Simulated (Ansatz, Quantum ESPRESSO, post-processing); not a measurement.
# Work function of Mo(110), 5 layers, one monolayer of F on longbridge sites, part 5 of 6

Aim: the work function of each face of Mo(110), 5 layers, one monolayer of F on longbridge sites, and how it moves with functional, pseudopotentials and boundary condition.

Quantum ESPRESSO 7.5; plane-wave DFT, PBE, GBRV ultrasoft pseudopotentials; geometry and cross-check by Ansatz 0.2.0 with PAW datasets.

So far. Step 9 (Ground state: vdW-DF-cx, GBRV ultrasoft): The upper face goes from 6.167 eV (PBE, GBRV) to 6.271 eV, a change of +0.104 eV. Step 10 (SCF with pw.x: LDA, GBRV ultrasoft): The upper face goes from 6.167 eV (PBE, GBRV) to 6.506 eV, a change of +0.339 eV.

### Step 11. Ground state: rev-vdW-DF2, GBRV ultrasoft

Level of this step: plane-wave DFT, rev-vdW-DF2, GBRV ultrasoft pseudopotentials made under PBE (Quantum ESPRESSO 7.5). input_dft overrides the functional of the files.

Contents of gbrv-vdw-df2-b86r.in:

```
&control
  prefix = 'gbrv-vdw-df2-b86r'
  outdir = './out'
  pseudo_dir = './pseudo'
  calculation = 'scf'
  tprnfor = .true.
/
&system
  ibrav = 0
  nat = 6
  ntyp = 2
  ecutwfc = 40
  ecutrho = 200
  input_dft = 'vdw-df2-b86r'
  occupations = 'smearing'
  smearing = 'mv'
  degauss = 0.02
  assume_isolated = 'esm'
  esm_bc = 'bc1'
/
&electrons
  conv_thr = 1e-07
  mixing_beta = 0.4
  electron_maxstep = 120
  mixing_mode = 'local-TF'
/
ATOMIC_SPECIES
  Mo  95.9500  mo_pbe_v1.uspp.F.UPF
  F   18.9984  f_pbe_v1.4.uspp.F.UPF
CELL_PARAMETERS angstrom
  2.22738636070000 -1.57500000000000 0.00000000000000
  2.22738636070000 1.57500000000000 0.00000000000000
  0.00000000000000 0.00000000000000 27.90954544300000
ATOMIC_POSITIONS crystal
  Mo  0.000000000000 0.000000000000 -0.186749029845
  Mo  0.500000000000 0.500000000000 -0.106941697845
  Mo  0.000000000000 0.000000000000 -0.027134365745
  Mo  0.500000000000 0.500000000000 0.053263341912
  Mo  -0.000000000000 -0.000000000000 0.131991864901
  F   0.500000000000 0.500000000000 0.186749029845
K_POINTS automatic
  10 10 1 0 0 0
```

Launch:

```
$ OMP_NUM_THREADS=1 mpirun -n 4 pw.x -nk 4 -in gbrv-vdw-df2-b86r.in > gbrv-vdw-df2-b86r.out
```

Output:

```text
[banner, memory and clock lines left out]
Program PWSCF v.7.5 starts
[citation notice left out]

[...]
Message from routine setup:
[...]
bravais-lattice index     =            0
     lattice parameter (alat)  =       5.1551  a.u.
     unit-cell volume          =    1321.4644 (a.u.)^3
     number of atoms/cell      =            6
     number of atomic types    =            2
     number of electrons       =        77.00
     number of Kohn-Sham states=           47
     kinetic-energy cutoff     =      40.0000  Ry
     charge density cutoff     =     200.0000  Ry
     scf convergence threshold =      1.0E-07
     mixing beta               =       0.4000
     number of iterations used =            8  local-TF  mixing
     Exchange-correlation= VDW-DF2-B86R
                           (   1   4  26   0   2   0   0)

     Effective Screening Medium Method
     Boundary Conditions: Vacuum-Slab-Vacuum
     total charge in unit cell        =   0.0000
     grid points for fit at edges     =        4

[...]
PseudoPot. # 1 for Mo read from file:
     ./pseudo/mo_pbe_v1.uspp.F.UPF
     Pseudo is Ultrasoft + core correction, Zval = 14.0
     Generated by new atomic code, or converted to UPF format
     Using radial grid of  889 points,  6 beta functions with:
                l(1) =   0
                l(2) =   0
                l(3) =   1
                l(4) =   1
                l(5) =   2
                l(6) =   2
     Q(r) pseudized with  6 coefficients,  rinner =    1.000   1.000   1.000
                                                       1.000   1.000

     PseudoPot. # 2 for F  read from file:
     ./pseudo/f_pbe_v1.4.uspp.F.UPF
     Pseudo is Ultrasoft, Zval =  7.0
     Generated by new atomic code, or converted to UPF format
     Using radial grid of  799 points,  4 beta functions with:
                l(1) =   0
                l(2) =   0
                l(3) =   1
                l(4) =   1
     Q(r) pseudized with  8 coefficients,  rinner =    0.950   0.950   0.950

     atomic species   valence    mass     pseudopotential
     Mo               14.00    95.95000     Mo( 1.00)
     F                 7.00    18.99840     F ( 1.00)

      4 Sym. Ops. (no inversion) found

[...]
number of k points=    31  Marzari-Vanderbilt smearing, width (Ry)=  0.0200
[...]
Dense  grid:    63255 G-vectors     FFT dimensions: (  24,  24, 240)

     Smooth grid:    45091 G-vectors     FFT dimensions: (  24,  24, 216)

     Initial potential from superposition of free atoms

     starting charge      76.9947, renormalised to      77.0000

     negative rho (up, down):  4.532E-03 0.000E+00

     %%%%%%%%%%%%%%%%%%%%%%%%%%%%%%%%%%%%%%%%%%%%%%%%%%%%%%%%%%%%%%%%%%%%%%%%
     %                                                                      %
     % You are using vdW-DF, which was implemented by the Thonhauser group. %
     % possible and the two reviews that describe the various versions:     %
     %                                                                      %
     %                                                                      %
     % If you are calculating stress with vdW-DF, please also cite:         %
     %                                                                      %
     %                                                                      %
     %%%%%%%%%%%%%%%%%%%%%%%%%%%%%%%%%%%%%%%%%%%%%%%%%%%%%%%%%%%%%%%%%%%%%%%%

     %%%%%%%%%%%%%%%%%%%%%%%%%%%%%%%%%%%%%%%%%%%%%%%%%%%%%%%%%%%%%%%%%%%%%%%%
     %                                                                      %
     %  vdW-DF NEWS:                                                        %
     %                                                                      %
     %  * vdW-DF3 is now available. DOI: 10.1021/acs.jctc.0c00471           %
     %    use with input_dft = 'vdW-DF3-opt1' or 'vdW-DF3-opt2'             %
     %                                                                      %
     %  * Unscreened and range-separated hybrid vdW-DF-cx functionals       %
     %    DOI: 10.1063/1.4986522 and 10.1088/1361-648X/ac2ad2               %
     %    use with input_dft = 'vdW-DF-cx0'    and 'vdW-DF-ahcx'            %
     %  * Unscreened and range-separated hybrid vdW-DF2-b86r functionals    %
     %    DOI: 10.1063/1.4986522 and DOI: 10.1103/PhysRevX.12.041003        %
     %    use with input_dft = 'vdW-DF2-br0' and 'vdW-DF2-ahbr'             %
     %                                                                      %
     %%%%%%%%%%%%%%%%%%%%%%%%%%%%%%%%%%%%%%%%%%%%%%%%%%%%%%%%%%%%%%%%%%%%%%%%

     Starting wfcs are   69 randomized atomic wfcs

     per-process dynamical memory:    87.7 Mb

     Self-consistent Calculation

     iteration #  1     ecut=    40.00 Ry     beta= 0.40
     Davidson diagonalization with overlap
     ethr =  1.00E-02,  avg # of iterations =  1.1

     negative rho (up, down):  2.957E-03 0.000E+00

     total energy              =    -745.29595605 Ry
     estimated scf accuracy    <       2.47494922 Ry

     iteration #  2     ecut=    40.00 Ry     beta= 0.40
[...]
negative rho (up, down):  1.677E-03 0.000E+00

[...]
total energy              =    -745.33050997 Ry
     estimated scf accuracy    <       0.69976589 Ry

     iteration #  3     ecut=    40.00 Ry     beta= 0.40
[...]
negative rho (up, down):  1.388E-03 0.000E+00

[...]
total energy              =    -745.42370134 Ry
     estimated scf accuracy    <       0.16068333 Ry

     iteration #  4     ecut=    40.00 Ry     beta= 0.40
[...]
negative rho (up, down):  1.508E-03 0.000E+00

[...]
total energy              =    -745.48642221 Ry
     estimated scf accuracy    <       0.18078617 Ry

     iteration #  5     ecut=    40.00 Ry     beta= 0.40
[...]
negative rho (up, down):  3.488E-04 0.000E+00

[...]
total energy              =    -745.41949927 Ry
     estimated scf accuracy    <       0.19732703 Ry

     iteration #  6     ecut=    40.00 Ry     beta= 0.40
[...]
negative rho (up, down):  3.594E-04 0.000E+00

[...]
total energy              =    -745.45851526 Ry
     estimated scf accuracy    <       0.18624726 Ry

[...]
iteration # 32     ecut=    40.00 Ry     beta= 0.40
[...]
negative rho (up, down):  4.683E-03 0.000E+00

[...]
total energy              =    -745.45244407 Ry
     estimated scf accuracy    <       0.00000146 Ry

     iteration # 33     ecut=    40.00 Ry     beta= 0.40
[...]
negative rho (up, down):  4.698E-03 0.000E+00

[...]
total energy              =    -745.45243866 Ry
     estimated scf accuracy    <       0.00000199 Ry

     iteration # 34     ecut=    40.00 Ry     beta= 0.40
[...]
negative rho (up, down):  4.717E-03 0.000E+00

[...]
total energy              =    -745.45242931 Ry
     estimated scf accuracy    <       0.00000024 Ry

     iteration # 35     ecut=    40.00 Ry     beta= 0.40
[...]
negative rho (up, down):  4.732E-03 0.000E+00

[...]
End of self-consistent calculation

          k = 0.0000 0.0000 0.0000 (  5567 PWs)   bands (ev):

   -67.4965 -66.9694 -66.8921 -66.7883 -66.6425 -41.8536 -41.4662 -41.1800
   -41.0724 -40.8144 -40.6687 -40.6579 -40.5215 -40.3658 -40.3532 -40.3227
   -40.3123 -40.2889 -40.1739 -40.0455 -30.0979 -13.0670 -12.4335 -11.5034
   -11.2574 -10.9446 -10.5543 -10.0365  -9.5236  -9.1841  -8.8464  -8.2748
    -7.6971  -7.3123  -7.2807  -7.1919  -7.1022  -6.7491  -6.1686  -5.7997
    -5.0126  -4.7243  -4.5161  -4.3402  -4.3226  -4.3174  -4.2354

          k = 0.0612 0.0866 0.0000 (  5618 PWs)   bands (ev):

   -67.4831 -66.9524 -66.8791 -66.7795 -66.6319 -41.8268 -41.4466 -41.2553
   -41.0693 -40.8661 -40.7232 -40.6905 -40.5337 -40.4353 -40.3773 -40.3637
   -40.3545 -40.3170 -40.2232 -40.0865 -30.0684 -12.8540 -12.1662 -11.4841
   -11.1207 -10.6448 -10.2760 -10.2437  -9.4261  -9.0404  -8.7430  -8.1964
    -7.6746  -7.5668  -7.4795  -7.3301  -6.9332  -6.7774  -6.3786  -5.6707
    -5.3702  -5.0350  -4.7936  -4.5679  -4.4666  -4.3037  -4.2383

[...]
the Fermi energy is    -5.6972 ev

!    total energy              =    -745.45244315 Ry
     estimated scf accuracy    <       0.00000005 Ry
     smearing contrib. (-TS)   =      -0.00159678 Ry
     internal energy E=F+TS    =    -745.45084637 Ry

     The total energy is F=E-TS. E is the sum of the following terms:
     one-electron contribution =   22479.58114339 Ry
     hartree contribution      =  -11264.04534025 Ry
     xc contribution           =    -106.17651058 Ry
     ewald contribution        =  -11854.81013894 Ry

     convergence has been achieved in  35 iterations

     negative rho (up, down):  4.732E-03 0.000E+00

     Forces acting on atoms (cartesian axes, Ry/au):

     atom    1 type  1   force =     0.00000000    0.00000000    0.02432546
     atom    2 type  1   force =     0.00000000    0.00000000   -0.02293832
     atom    3 type  1   force =     0.00000000    0.00000000    0.00399019
     atom    4 type  1   force =     0.00000000    0.00000000    0.00001820
     atom    5 type  1   force =     0.00000000    0.00000000   -0.00068604
     atom    6 type  2   force =     0.00000000    0.00000000   -0.00458337

     Total force =     0.033990     Total SCF correction =     0.001847

[...]
```

Wall time 3.6 min (4 MPI ranks of Arm Neoverse V1, shared host); peak memory 0.86 GiB; 15 min of CPU time.

Read from the output:

- free energy: -10142.3972 eV
- Fermi energy: -5.697 eV
- vacuum line at the lower end of the cell, over the Fermi level: 4.977 eV
- vacuum line at the upper end of the cell, over the Fermi level: 6.417 eV

The potential energy, planar mean oscillates, so the rows of the table below give means over windows of 2.21 Å about each position, cut where the curve ends. Its maxima inside the range that stand out by 2 % of the span (Å: eV): -4.1: -2.09, -1.9: -2.17, 0.3: -2.04, 2.6: -2.50, 4.8: -4.28. Its minima: -5.2: -34.2, -3.0: -34.5, -0.8: -34.3, 1.5: -34.6, 3.7: -35.0, 5.1: -7.10.

Electrostatic potential energy of an electron; zero at the Fermi level. The potential energy, planar mean by z; means over each step:

| z (Å) | potential energy, planar mean (eV) |
| --- | --- |
| -12.84 | 4.98 |
| -10.63 | 4.98 |
| -8.42 | 4.87 |
| -6.21 | -7.99 |
| -4.00 | -15.9 |
| -1.79 | -16.1 |
| 0.42 | -15.8 |
| 2.63 | -16.7 |
| 4.84 | -9.38 |
| 7.05 | 6.25 |
| 9.26 | 6.42 |
| 11.47 | 6.42 |
| 13.68 | 6.42 |

The upper face goes from 6.167 eV (PBE, GBRV) to 6.417 eV, a change of +0.250 eV.

### Step 12. All levels side by side

All levels:

| level | upper face (eV) | lower face (eV) | dipole (e Å) | CPU time (s) |
| --- | --- | --- | --- | --- |
| QE PBE GBRV, sawtooth | 6.159 | 4.715 | -0.056 | 729.8 |
| QE PBE GBRV, ESM bc1 | 6.167 | 4.71 | - | 990.2 |
| QE vdW-DF-cx GBRV ultrasoft, ESM bc1 | 6.271 | 4.92 | - | 1020 |
| QE LDA GBRV ultrasoft, ESM bc1 | 6.506 | 4.978 | - | 842.8 |
| QE rev-vdW-DF2 GBRV ultrasoft, ESM bc1 | 6.417 | 4.977 | - | 871.8 |
| Ansatz PBE PAW, sawtooth (time of the whole relaxation) | 6.125 | 4.683 | -0.0559 | 114.2 |

The times are CPU seconds on a shared host; the codes use unlike cutoffs, datasets and smearings, so their times compare unlike work.

(Part 5 of 6 ends here.)

[Logs are printed without paths, hosts, clocks, repeated set-up lines and the standing remarks that a program may print on its own settings, such as how far it seeks lower states.]

[Hosts, paths, dates, database ids (printed as entryN), source tags and the programs' standing remarks are cut or masked in the printed files.]

[Maps of the electrostatic potential energy from Ansatz leave out the sawtooth potential of an applied field or a dipole correction, so their vacuum need not be flat; planar profiles and work functions include it.]
